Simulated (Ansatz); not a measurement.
# Meshes and cutoff for the phonons of Ta (Im-3m, 1 atom in the cell), part 3 of 3

Aim: how dense must the meshes and how high the cutoff be for the phonons of Ta (Im-3m, 1 atom in the cell)?

Ansatz 0.2.0; DFT PBEsol, scalar-relativistic, plane waves, PAW.

So far, highest frequency on the path or at a solved wavevector (cm⁻¹): step 3 (response at finite wavevector) 168; step 4 (q mesh 2×2×2) 168; step 6 (k-mesh 24×24×24, q mesh 6×6×6) 168; step 10 (k-mesh 16×16×16, q mesh 2×2×2) 162; step 11 (q mesh 2×2×2) 168. The relaxed cell has a = 3.282 Å (conventional setting).

### 15. Another cutoff, cutoff 230 eV, q mesh 2×2×2

The cutoff is set to 230 eV on a small fixed q mesh.

input.yaml

```yaml
crystal:
  lattice:
    - [-1.6408842579, 1.6408842579, 1.6408842579]
    - [1.6408842579, -1.6408842579, 1.6408842579]
    - [1.6408842579, 1.6408842579, -1.6408842579]
  atoms:
    - { symbol: Ta, position: [0.0, 0.0, 0.0] }
kpoints:
  mp_grid: { grid: [20, 20, 20] }
hamiltonian:
  xc: pbesol
scf:
  occupations: { method: methfessel_paxton, width: 0.2 }
output:
  eigenvalues: true
phonons:
  method: dfpt
  qmesh: [2, 2, 2]
  temperatures: { t_max: 1000, t_step: 50 }
  qpath:
    path:
      - [[0.0, 0.0, 0.0], [0.5, -0.5, 0.5], [0.0, 0.0, 0.5], [0.0, 0.0, 0.0], [0.25, 0.25, 0.25], [0.5, -0.5, 0.5]]
      - [[0.25, 0.25, 0.25], [0.0, 0.0, 0.5]]
    npoints: 10
basis:
  ecutwfc: 230
```

The run is started by

```bash
ansatz run input.yaml --threads 4 --pin off --max-ram 7168MiB --backend cpu --events-out ev --progress --plain --runs-dir out
```

Numbers of over 12 decimals in the logs are rounded to 6 here.

The log of the run:

```text
[...]
Crystal: 1 atoms, lattice volume = 17.672 Å³
Basis set: ecut = 230 eV, 141 PW (Γ), exchange–correlation on 30×30×30 points (8 copies of the dense FFT grid, shifted against one another)
Bands: 11, of which v1, the nominal top of the filled ones, is band 7 counted from 1 (6 counted from 0)
Symmetry: 48 space group operations
k-points: 256 of 8000
[...]
SCF iter   1: F=—  HF=-9806.174773 eV  |F-HF|=—  |Δ(HF+E_count)|=         —  Δρ=1.33e-2  dr2=1.12e-2  ethr=1.77e-3  ⟨swp⟩=4.8  Hψ=14343  notcnv=0
[...]
SCF iter   6: F=-9806.168574 eV  HF=-9806.168574 eV  |F-HF|=3.64e-12  |Δ(HF+E_count)|=  2.22e-10  S|Δr|=    0.00e0  Δρ=1.60e-7  dr2=1.28e-12  ethr=1.00e-12  ⟨swp⟩=4.4  Hψ=11673  notcnv=0
SCF 1 converged in 6 iterations: F = -9806.168574 eV  dr2 = 1.28e-12
[...]
SCF converged after 6 iterations
[...]
Free energy (F): -9806.168574 eV
[...]
Internal energy: -9806.169226 eV  (E = F + TS)
E sigma→0 (E₀):  -9806.168737 eV
Entropy (-TS):   0.000652 eV (0.652 meV/atom)
Fermi energy:    18.877427 eV
[...]
--- Band table (eV; the first three rows and the last of 256) ---
  k-point 0: bands = [... 3 lower, -14.1250, 10.9053, 19.5939, 19.5939, 19.5939, 22.9647, 22.9647, 33.6118]
  k-point 1: bands = [... 3 lower, -14.1245, 11.0199, 19.5186, 19.5740, 19.7070, 22.8363, 22.9654, 33.7184]
  k-point 2: bands = [... 3 lower, -14.1180, 11.3549, 19.3082, 19.4930, 20.0435, 22.5536, 22.9875, 34.0042]
  k-point 255: bands = [... 3 lower, -14.9552, 14.9652, 14.9652, 26.0151, 26.0151, 26.0151, 27.8512, 27.8512]
[...]
ASR residual: 1.936e-5 → 0.000e0 eV/Å²; symmetrization residual: 5.607e-14 eV/Å²
  ASR residual per site (eV/Å²): 1.94e-5
  Γ frequencies (cm⁻¹): 0.00 0.00 0.00
--- Phonons (arbitrary-q DFPT): 3 irreducible q on the 2×2×2 mesh ---
[...]
interpolated dispersion: 62 rows × 3 modes
[...]
```

Elapsed: 12 s, on 4 threads of Arm Neoverse V1, shared host; peak memory 0.81 GiB.

The run finished; it serves as a test, and its numbers are not taken as the result.

### 16. Another cutoff, cutoff 290 eV, q mesh 2×2×2

The cutoff is set to 290 eV on a small fixed q mesh.

input.yaml: that of step 15 with these lines changed.

```diff
@@ -25,2 +25,2 @@
 basis:
-  ecutwfc: 230
+  ecutwfc: 290
```

The log of the run:

```text
[...]
Crystal: 1 atoms, lattice volume = 17.672 Å³
Basis set: ecut = 290 eV, 201 PW (Γ), exchange–correlation on 32×32×32 points (8 copies of the dense FFT grid, shifted against one another)
Bands: 11, of which v1, the nominal top of the filled ones, is band 7 counted from 1 (6 counted from 0)
Symmetry: 48 space group operations
k-points: 256 of 8000
[...]
SCF iter   1: F=—  HF=-9806.481429 eV  |F-HF|=—  |Δ(HF+E_count)|=         —  Δρ=2.16e-3  dr2=2.61e-4  ethr=1.77e-3  ⟨swp⟩=5.1  Hψ=14769  notcnv=0
[...]
SCF iter   8: F=-9806.481067 eV  HF=-9806.481067 eV  |F-HF|=3.64e-12  |Δ(HF+E_count)|=  9.09e-12  S|Δr|=    0.00e0  Δρ=3.48e-8  dr2=6.75e-14  ethr=1.00e-12  ⟨swp⟩=4.1  Hψ=8706  notcnv=0
SCF 1 converged in 8 iterations: F = -9806.481067 eV  dr2 = 6.75e-14
[...]
SCF converged after 8 iterations
[...]
Free energy (F): -9806.481067 eV
[...]
Internal energy: -9806.482013 eV  (E = F + TS)
E sigma→0 (E₀):  -9806.481303 eV
Entropy (-TS):   0.000946 eV (0.946 meV/atom)
Fermi energy:    18.853759 eV
[...]
--- Band table (eV; the first three rows and the last of 256) ---
  k-point 0: bands = [... 3 lower, -14.0430, 10.8951, 19.5933, 19.5933, 19.5933, 22.9304, 22.9304, 33.5938]
  k-point 1: bands = [... 3 lower, -14.0432, 11.0098, 19.5177, 19.5731, 19.7064, 22.8026, 22.9302, 33.6992]
  k-point 2: bands = [... 3 lower, -14.0436, 11.3442, 19.3071, 19.4914, 20.0433, 22.5172, 22.9372, 33.9785]
  k-point 255: bands = [... 3 lower, -14.9161, 14.9488, 14.9488, 25.8847, 25.8847, 25.8847, 27.6905, 27.6905]
[...]
ASR residual: 1.543e-5 → 0.000e0 eV/Å²; symmetrization residual: 1.137e-13 eV/Å²
  ASR residual per site (eV/Å²): 1.54e-5
  Γ frequencies (cm⁻¹): 0.00 0.00 0.00
--- Phonons (arbitrary-q DFPT): 3 irreducible q on the 2×2×2 mesh ---
[...]
interpolated dispersion: 62 rows × 3 modes
[...]
```

Run time: 14 s. Hardware: 4 threads; peak memory 0.91 GiB; 51 s of CPU time.

The run finished; it serves as a test, and its numbers are not taken as the result.

### 17. Another cutoff, cutoff 360 eV, q mesh 2×2×2

The cutoff is set to 360 eV on a small fixed q mesh.

input.yaml: that of step 16 with these lines changed.

```diff
@@ -25,2 +25,2 @@
 basis:
-  ecutwfc: 290
+  ecutwfc: 360
```

The log of the run:

```text
[...]
Crystal: 1 atoms, lattice volume = 17.672 Å³
Basis set: ecut = 360 eV, 249 PW (Γ), exchange–correlation on 36×36×36 points (8 copies of the dense FFT grid, shifted against one another)
Bands: 11, of which v1, the nominal top of the filled ones, is band 7 counted from 1 (6 counted from 0)
Symmetry: 48 space group operations
k-points: 256 of 8000
[...]
k-point 255: bands = [... 3 lower, -14.9129, 14.9478, 14.9478, 25.8733, 25.8733, 25.8733, 27.6616, 27.6616]
[...]
ASR residual: 5.488e-5 → 0.000e0 eV/Å²; symmetrization residual: 2.274e-13 eV/Å²
  ASR residual per site (eV/Å²): 5.49e-5
  Γ frequencies (cm⁻¹): 0.00 0.00 0.00
--- Phonons (arbitrary-q DFPT): 3 irreducible q on the 2×2×2 mesh ---
[...]
interpolated dispersion: 62 rows × 3 modes
[...]
[key lines of the parts left out:]
SCF converged after 7 iterations
Free energy (F): -9806.495973 eV
Fermi energy:    18.850847 eV
```

Wall time 18 s (4 threads); peak memory 1 GiB; 65 s of CPU time.

### 18. Another cutoff, cutoff 550 eV, q mesh 2×2×2

The cutoff is set to 550 eV on a small fixed q mesh.

input.yaml: that of step 17 with these lines changed.

```diff
@@ -25,2 +25,2 @@
 basis:
-  ecutwfc: 360
+  ecutwfc: 550
```

The log of the run:

```text
[...]
Crystal: 1 atoms, lattice volume = 17.672 Å³
Basis set: ecut = 550 eV, 531 PW (Γ), exchange–correlation on 48×48×48 points (8 copies of the dense FFT grid, shifted against one another)
Bands: 11, of which v1, the nominal top of the filled ones, is band 7 counted from 1 (6 counted from 0)
Symmetry: 48 space group operations
k-points: 256 of 8000
[...]
k-point 255: bands = [... 3 lower, -14.9136, 14.9478, 14.9478, 25.8732, 25.8732, 25.8732, 27.6575, 27.6575]
[...]
ASR residual: 3.302e-5 → 0.000e0 eV/Å²; symmetrization residual: 7.200e-13 eV/Å²
  ASR residual per site (eV/Å²): 3.30e-5
  Γ frequencies (cm⁻¹): 0.00 0.00 0.00
--- Phonons (arbitrary-q DFPT): 3 irreducible q on the 2×2×2 mesh ---
[...]
interpolated dispersion: 62 rows × 3 modes
[...]
[key lines of the parts left out:]
SCF converged after 8 iterations
Free energy (F): -9806.499823 eV
Fermi energy:    18.850351 eV
```

It took 27 s on 4 threads; peak memory 1.4 GiB.

### 19. What came out

* mean frequency, q mesh 2×2×2: 123 cm⁻¹
* mean frequency, q mesh 3×3×3: 115 cm⁻¹
* mean frequency, q mesh 6×6×6: 116 cm⁻¹
* lowest mode on the q mesh (acoustic modes at Γ apart), k-mesh 6×6×6: 42.9 cm⁻¹
* lowest mode on the q mesh (acoustic modes at Γ apart), k-mesh 10×10×10: 84.2 cm⁻¹
* lowest mode on the q mesh (acoustic modes at Γ apart), k-mesh 16×16×16: 90.7 cm⁻¹
* lowest mode on the q mesh (acoustic modes at Γ apart), k-mesh 20×20×20: 92.5 cm⁻¹
* lowest mode on the q mesh (acoustic modes at Γ apart), k-mesh 30×30×30: 93.5 cm⁻¹
* lowest mode on the q mesh (acoustic modes at Γ apart), cutoff 170 eV: 89.1 cm⁻¹
* lowest mode on the q mesh (acoustic modes at Γ apart), cutoff 230 eV: 90.1 cm⁻¹
* lowest mode on the q mesh (acoustic modes at Γ apart), cutoff 290 eV: 91.9 cm⁻¹
* lowest mode on the q mesh (acoustic modes at Γ apart), cutoff 360 eV: 92.5 cm⁻¹
* lowest mode on the q mesh (acoustic modes at Γ apart), cutoff 550 eV: 92.5 cm⁻¹

In words: Over the whole q mesh series, coarse runs included, the mean frequency runs from 115.0 to 122.6 cm⁻¹; from 3×3×3 on it stays within 0.9 cm⁻¹ of the finest run (6×6×6), against a tolerance of 1.2. The k mesh changes along this series too, so part of the change is its. Over the whole k mesh series, coarse runs included, the lowest mode on the q mesh (acoustic modes at Γ apart) runs from 42.9 to 93.5 cm⁻¹; the two finest runs still differ by up to 2.9 cm⁻¹ in a solved mode, so convergence is not shown. Over the whole cutoff series, coarse runs included, the lowest mode on the q mesh (acoustic modes at Γ apart) runs from 89.1 to 92.5 cm⁻¹; from 290 eV on all solved modes stay within 0.7 cm⁻¹ of the finest run (550 eV), against a tolerance of 1.7. All runs share the cell relaxed at the base settings, which is not exactly at rest under another k mesh or cutoff. With no gap, or one that is small against the smearing, the frequencies hang on the k mesh and the smearing, most of all near Kohn anomalies. Spin-orbit coupling is left out, which can matter for the heavy elements here. A phonon run warned that its eigensolver left some bands unconverged in a pass. These are harmonic frequencies at zero temperature: anharmonic shifts, linewidths and thermal expansion are left out.

[Logs are printed without paths, hosts, clocks, repeated set-up lines and the standing remarks that a program may print on its own settings, such as how far it seeks lower states.]

[Hosts, paths, dates, database ids (printed as entryN), source tags and the programs' standing remarks are cut or masked in the printed files.]
